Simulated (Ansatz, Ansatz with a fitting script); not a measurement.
An input for Ansatz 0.2.0 (BaHCl (P4/nmm)):

```yaml
crystal:
  lattice:
    - [4.5225443838, 0.0, 0.0]
    - [0.0, 4.5225443838, 0.0]
    - [0.0, 0.0, 7.3891480608]
  atoms:
    - { symbol: Ba, position: [0.0, 0.5, 0.2067823038] }
    - { symbol: Ba, position: [0.5, 0.0, 0.7932176962] }
    - { symbol: H, position: [0.0, 0.0, 0.0] }
    - { symbol: H, position: [0.5, 0.5, 0.0] }
    - { symbol: Cl, position: [0.0, 0.5, 0.6536626327] }
    - { symbol: Cl, position: [0.5, 0.0, 0.3463373673] }
kpoints:
  mp_grid: { grid: [3, 3, 2] }
hamiltonian:
  xc: lda
  pseudopotentials: { kind: nc, xc_functional: pbe }
scf:
  occupations: { method: fixed }
  lower_state_search: "off"
  convergence: { dr2_threshold: 1.0e-09 }
output:
  rpa_energy:
    ecut_chi_ladder: [180, 210, 240, 270, 300]
    long_wavelength: optical_limit
    n_empty_bands: 630
basis:
  ecutwfc: 979.609905
  xc_grid: 3
```

```sh
ansatz run input.yaml --threads 16 --pin off --max-ram 64512MiB --backend cuda --events-out ev --progress --plain --runs-dir out --devices 1 --max-vram 78GiB
```

Estimate wall time and host memory on 1 × NVIDIA GB200 (shared by 2 runs) with 16 threads of Arm Neoverse V2, shared host.

It took 68 s; on shared hardware allow 34 s to 2.3 min. Peak host memory was 4.9 GiB.

[Paths, hosts, dates, memory and timing lines, banners, echoed tables and standing remarks are left out of the program output.]

[Logs are printed without paths, hosts, clocks, repeated set-up lines and the standing remarks that a program may print on its own settings, such as how far it seeks lower states.]

[Runs of the session that timed out or met a known fault of the program may be left out.]

[Hosts, paths, dates, database ids (printed as entryN), source tags and the programs' standing remarks are cut or masked in the printed files.]
